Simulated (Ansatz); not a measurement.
Co (P6_3/mmc): the Drude term of Re ε in the infrared

Re ε of Co (P6_3/mmc) along x at low photon energies is read from one computed spectrum; the carriers' damping was typed as γ = 0.05 eV. x, y and z are the Cartesian axes of the input cell.

Cell: a, b, c = 2.507, 2.507, 4.070 Å (primitive vectors), 2 atoms.

Method: Ansatz 0.2.0, PBE, independent particles, k-mesh 21×21×11 with interpolation inside its cells, Gaussian parameter 0.1 eV.

Launch of the response step: `ansatz run input.yaml --threads 4 --pin off --max-ram 8192MiB --backend cpu --events-out ev --progress --plain --runs-dir out`. The run took 3.6 min, on 4 threads of Intel(R) Xeon(R) Processor @ 2.50GHz (Skylake/Cascade Lake) (shared host).

```
photon energy E (eV)  wavelength (µm)    Re ε
                0.25             4.96       ?
                0.30             4.13  -356.2
                0.35             3.54  -252.5
                0.40             3.10  -183.7
                0.50             2.48  -100.3
                0.60             2.07   -52.6
                0.70             1.77   -21.8
```

A Drude term over a constant background gives Re ε = ε_b − ωp²/(E² + γ²), linear in 1/(E² + γ²).

Working, on the rows shown:

| x = 1/(E² + γ²) (eV⁻²) | y = Re ε |
| --- | --- |
| 10.8108 | -356.2 |
| 8 | -252.5 |
| 6.15385 | -183.7 |
| 3.9604 | -100.3 |
| 2.75862 | -52.6 |
| 2.03046 | -21.8 |

Means: x̄ = 5.619, ȳ = -161.18. Σ(x − x̄)(y − ȳ) = -2154, Σ(x − x̄)² = 56.72. Slope = -2154 / 56.72 = -37.97; intercept = ȳ − slope · x̄ = 52.174. The line misses the rows shown by at most 3.1.

Q: Fill in the last column of the withheld row.

A: At x = 15.385 the line gives y = -531.99. The run gave -524.0, so the extrapolation is off by 8, 1.6 % of the range in the table.

Refitted with all rows, the slope is -37.49 and the intercept 49.928. These give ωp = √(−slope) = 6.12 eV, against 6.10 eV from the program's Fermi-surface sum, and a background ε_b = 49.9 from interband transitions. The values come from a sum over the points of one k-mesh and carry its error, which is largest for Fermi-surface quantities.

[Logs are printed without paths, hosts, clocks, repeated set-up lines and the standing remarks that a program may print on its own settings, such as how far it seeks lower states.]
